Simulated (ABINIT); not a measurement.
An input for ABINIT 10.8.3 (Sr3BiN (Pm-3m)):

```
acell 3*1.0 Angstrom
rprim 
  5.234939930000 0.000000000000 0.000000000000
  0.000000000000 5.234939930000 0.000000000000
  0.000000000000 0.000000000000 5.234939930000
ntypat 3
znucl 38 83 7
natom 5
typat 1 1 1 2 3
xred 
  0.500000000000 0.500000000000 0.000000000000
  0.000000000000 0.500000000000 0.500000000000
  0.500000000000 0.000000000000 0.500000000000
  0.000000000000 0.000000000000 0.000000000000
  0.500000000000 0.500000000000 0.500000000000
pp_dirpath "pseudos"
pseudos "Sr.upf, Bi.upf, N.upf"
ecut 36
iscf -2
irdden 1
kptopt 0
nkpt 50
kpt 
  0.00000000 0.00000000 0.00000000
  0.00000000 0.06250000 0.00000000
  0.00000000 0.12500000 0.00000000
  0.00000000 0.18750000 0.00000000
  0.00000000 0.25000000 0.00000000
  0.00000000 0.31250000 0.00000000
  0.00000000 0.37500000 0.00000000
  0.00000000 0.43750000 0.00000000
  0.00000000 0.50000000 0.00000000
  0.06250000 0.50000000 0.00000000
  0.12500000 0.50000000 0.00000000
  0.18750000 0.50000000 0.00000000
  0.25000000 0.50000000 0.00000000
  0.31250000 0.50000000 0.00000000
  0.37500000 0.50000000 0.00000000
  0.43750000 0.50000000 0.00000000
  0.50000000 0.50000000 0.00000000
  0.43750000 0.43750000 0.00000000
  0.37500000 0.37500000 0.00000000
  0.31250000 0.31250000 0.00000000
  0.25000000 0.25000000 0.00000000
  0.18750000 0.18750000 0.00000000
  0.12500000 0.12500000 0.00000000
  0.06250000 0.06250000 0.00000000
  0.00000000 0.00000000 0.00000000
  0.06250000 0.06250000 0.06250000
  0.12500000 0.12500000 0.12500000
  0.18750000 0.18750000 0.18750000
  0.25000000 0.25000000 0.25000000
  0.31250000 0.31250000 0.31250000
  0.37500000 0.37500000 0.37500000
  0.43750000 0.43750000 0.43750000
  0.50000000 0.50000000 0.50000000
  0.43750000 0.50000000 0.43750000
  0.37500000 0.50000000 0.37500000
  0.31250000 0.50000000 0.31250000
  0.25000000 0.50000000 0.25000000
  0.18750000 0.50000000 0.18750000
  0.12500000 0.50000000 0.12500000
  0.06250000 0.50000000 0.06250000
  0.00000000 0.50000000 0.00000000
  0.50000000 0.50000000 0.50000000
  0.50000000 0.50000000 0.43750000
  0.50000000 0.50000000 0.37500000
  0.50000000 0.50000000 0.31250000
  0.50000000 0.50000000 0.25000000
  0.50000000 0.50000000 0.18750000
  0.50000000 0.50000000 0.12500000
  0.50000000 0.50000000 0.06250000
  0.50000000 0.50000000 0.00000000
istwfk *1
nband 36
nbdbuf 2
tolwfr 1e-08
nstep 40
prtwf 0
prtvol 0
indata_prefix "in"
outdata_prefix "out"
tmpdata_prefix "tmp"
```

```sh
OMP_NUM_THREADS=1 mpirun -n 4 abinit run.abi > log
```

Question: Estimate wall time and host memory on 4 MPI ranks of Arm Neoverse V1, shared host.

It took 92 s; on shared hardware allow 46 s to 3.1 min. Peak host memory was 0.58 GiB.

[Paths, hosts, dates, memory and timing lines, banners, echoed tables and standing remarks are left out of the program output.]

[Logs are printed without paths, hosts, clocks, repeated set-up lines and the standing remarks that a program may print on its own settings, such as how far it seeks lower states.]

[Runs of the session that timed out or met a known fault of the program may be left out.]

[Hosts, paths, dates, database ids (printed as entryN), source tags and the programs' standing remarks are cut or masked in the printed files.]

[G0W0 gaps are taken among the corrected bands and points alone; a level outside them can change the order at an edge.]

[Where Ansatz stands beside ABINIT at settings called matched, ABINIT's density can come from a denser mesh and the files from another edition; pairs whose starting gaps differed by over 0.03 eV were left out, so agreement reads better than it is.]
